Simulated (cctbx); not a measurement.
## Reading a Patterson map

Space group P4/nmm (no. 129, origin choice 1), a = 3.9020 Å, b = 3.9020 Å, c = 8.1510 Å, α = 90.00°, β = 90.00°, γ = 90.00°, content Nd2 Ni2 Al2 N2.

Simulated single-crystal data (cctbx): Ag Kα, λ = 0.56087 Å, to d = 0.75 Å, 70 % of the full sphere, strongest reflection 70000 counts, noise from counting, a 3 % proportional error and a noise floor of 4 counts (s.d.); no absorption.

Patterson synthesis, origin scaled to 1000:

```text
Patterson group P 4/m m m
      u       v       w   height  length (A)
  0.000   0.000   0.000   1000.0     0.00
  0.500   0.500   0.323    435.7     3.81
  0.000   0.500   0.334    328.1     3.35
  0.500   0.500   0.000    205.5     2.76
  0.000   0.000   0.397    158.5     3.24
  0.000   0.500   0.075     46.5     2.05
  0.500   0.500   0.105     28.2     2.89
  0.000   0.000   0.131     26.3     1.07
  0.157   0.157   0.084     23.7     1.11
  0.000   0.194   0.500     21.6     4.15
  0.000   0.152   0.121     19.3     1.15
  0.277   0.277   0.500     14.4     4.35
  0.303   0.500   0.158     13.9     2.62
  0.245   0.245   0.167     13.4     1.92
```

**Question.** Which atom pairs make the peaks, and where is the heaviest atom?

A peak at u stands for all pairs with xi − xj = u, with weight Σ ZiZj against Σ Z² = 9204 at the origin. Peak heights follow these weights only roughly, since form factors, motion and series ripples differ, all vectors within 0.55 Å of a peak are counted as merged into it though the farther ones add only part of their weight, and F(000) is left out, which lowers the whole map:

| u | v | w | shortest length (Å) | height | 1000 ΣZiZj/ΣZ² | pairs in the cell |
| --- | --- | --- | --- | --- | --- | --- |
| 0.500 | 0.500 | 0.323 | 3.81 | 436 | 586 | 1 × Nd–Nd, 2 × Nd–Al, 2 × Al–N, 1 × N–N |
| 0.000 | 0.500 | 0.334 | 3.35 | 328 | 408 | 2 × Nd–Ni, 2 × Ni–N |
| 0.500 | 0.500 | 0.000 | 2.76 | 206 | 353 | 4 × Nd–N, 2 × Ni–Ni |
| 0.000 | 0.000 | 0.397 | 3.24 | 158 | 261 | 2 × Nd–Al, 2 × Nd–N |
| 0.000 | 0.500 | 0.075 | 2.04 | 46 | 79 | 2 × Ni–Al |

The table stops at ten peaks or at a height of 45, below which ripples compete. In the model behind the data Nd, the heaviest element, has 1 independent site: (0, 1/2, 0.8347), up to an allowed shift of origin; the Nd–Nd vectors are differences of these positions and their symmetry mates. The whole model:

| atom | mult. | x | y | z | Ueq (Å²) |
| --- | --- | --- | --- | --- | --- |
| Nd1 | 2 | 0 | 1/2 | 0.8347 | 0.0064 |
| Ni1 | 2 | 1/2 | 1/2 | 1/2 | 0.0122 |
| Al1 | 2 | 1/2 | 0 | 0.5641 | 0.0115 |
| N1 | 2 | 1/2 | 0 | 0.8167 | 0.0148 |

The model was made for the exercise: a known structure type with other elements put in, its volume estimated, not relaxed; displacement parameters are assumed.

[Logs are printed without paths, hosts, clocks, repeated set-up lines and the standing remarks that a program may print on its own settings, such as how far it seeks lower states.]
